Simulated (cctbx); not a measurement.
**What is wrong with this refinement?**

Cell a = 4.3240 Å, b = 4.3760 Å, c = 23.4320 Å, α = 90.00°, β = 90.00°, γ = 90.00°; space group Amm2 (no. 38).

Simulated single-crystal data (cctbx): Mo Kα, λ = 0.71073 Å, to d = 0.65 Å, 50 % of the full sphere, strongest reflection 40000 counts, noise from counting, a 4 % proportional error and a noise floor of 15 counts (s.d.); no absorption.

An anisotropic refinement with weights 1/σ² prints:

```text
Rint 0.029, 879 unique reflections to 0.65 A
cycle     R1     wR2    GooF  max shift (A)
   1  0.1106  0.2785   6.011   0.01570
   3  0.0489  0.1408   3.040   0.00003
final R1 0.0489 wR2 0.1408 GooF 3.040  parameters 36  data/parameter 24.4
atom        x        y        z      Ueq    occ   su(xyz)  su(Uiso or U11)
Yb1    0.50000  0.50000  0.38396   0.0103  1.000  0.00008  0.0007
Yb2    0.50000  0.00000  0.22325   0.0098  1.000  0.00007  0.0007
Sn1    0.00000  0.50000  0.26496   0.0120  1.000  0.00011  0.0012
Sn2    0.00000  0.00000  0.12087   0.0096  1.000  0.00011  0.0009
Ge1    0.00000  0.00000  0.00918  -0.0039  1.000  0.00013  0.0009  NPD
Ag1    0.00000  0.00000  0.43824   0.0132  1.000  0.00015  0.0012
Sn3    0.00000  0.00000  0.32759   0.0337  1.000  0.00022  0.0019
Ge2    0.50000  0.50000  0.12292   0.0158  1.000  0.00022  0.0018
Ge3    0.50000  0.50000  0.00799   0.0117  1.000  0.00021  0.0015
difference map: max 10.26 min -7.49 rms 0.86
Q1    0.0000  0.0000  0.0075    2   10.27  0.04 A from Ge1
Q2    0.5000  0.0000  0.2277    2    5.45  0.11 A from Yb2
Q3    0.5000  0.0000  0.6545    2    5.21  0.74 A from Ge2
Q4    0.0000  0.0000  0.4290    2    4.65  0.22 A from Ag1
Q5    0.0000  0.0000  0.0864    2    4.00  0.81 A from Sn2
Q6    0.0000  0.0000  0.4738    2    3.74  0.83 A from Ag1
```

Q: Accept it or mend it, and why?

Mend it. The fault: elements exchanged: Sn3 is Ge and Ge1 is Sn. Against the right model at the same level, R1 goes from 0.0193 to 0.0489 and GooF from 0.96 to 3.04, U of Ge1 shrinks from 0.0113 to -0.0039 Å², U of Sn3 swells from 0.0150 to 0.0337 Å², the top difference peak, 10.3 e/Å³, lies on Ge1, a hole of -7.5 e/Å³ opens and Ge1 goes non-positive-definite. Sn3 has 18 electrons too many and its U swells to shed them, as expected; Ge1 has 18 electrons too few and its U shrinks to make up, as expected.

The compound is Yb2AgSn3Ge3. The right model at the same level gives:

```text
Rint 0.029, 879 unique reflections to 0.65 A
cycle     R1     wR2    GooF  max shift (A)
   1  0.0194  0.0452   0.975   0.00062
   2  0.0193  0.0446   0.963   0.00000
final R1 0.0193 wR2 0.0446 GooF 0.963  parameters 36  data/parameter 24.4
atom        x        y        z      Ueq    occ   su(xyz)  su(Uiso or U11)
Yb1    0.50000  0.50000  0.38378   0.0100  1.000  0.00002  0.0002
Yb2    0.50000  0.00000  0.22322   0.0101  1.000  0.00002  0.0002
Sn1    0.00000  0.50000  0.26489   0.0118  1.000  0.00003  0.0004
Sn2    0.00000  0.00000  0.12150   0.0108  1.000  0.00004  0.0003
Sn3    0.00000  0.00000  0.00897   0.0113  1.000  0.00004  0.0003
Ag1    0.00000  0.00000  0.43802   0.0146  1.000  0.00005  0.0004
Ge1    0.00000  0.00000  0.32808   0.0150  1.000  0.00008  0.0006
Ge2    0.50000  0.50000  0.12227   0.0166  1.000  0.00007  0.0006
Ge3    0.50000  0.50000  0.00768   0.0124  1.000  0.00006  0.0005
Flack x: -0.002(11)
Hooft y: 0.010(13)  Bijvoet pairs: 369
difference map: max 1.45 min -1.32 rms 0.28
Q1    0.3792  0.0000  0.3484    4    1.49  1.71 A from Ge1
Q2    0.3799  0.0000  0.7561    4    1.28  1.66 A from Sn1
Q3    0.1575  0.0000  0.1393    4    1.25  0.80 A from Sn2
Q4    0.0000  0.0773  0.0547    4    1.23  1.12 A from Sn3
Q5    0.3544  0.0000  0.1062    4    1.21  1.57 A from Sn2
Q6    0.5000  0.1561  0.4693    4    1.15  1.13 A from Ge3
```

Isotropic U is held between 0.0001 and 1 Å² by the program, and listed peak heights are interpolated, so they can pass the grid's maximum.

This is a model crystal, built by substitution and not relaxed, with assumed displacement parameters.

[Middle refinement cycles are left out of these outputs.]

[Logs are printed without paths, hosts, clocks, repeated set-up lines and the standing remarks that a program may print on its own settings, such as how far it seeks lower states.]
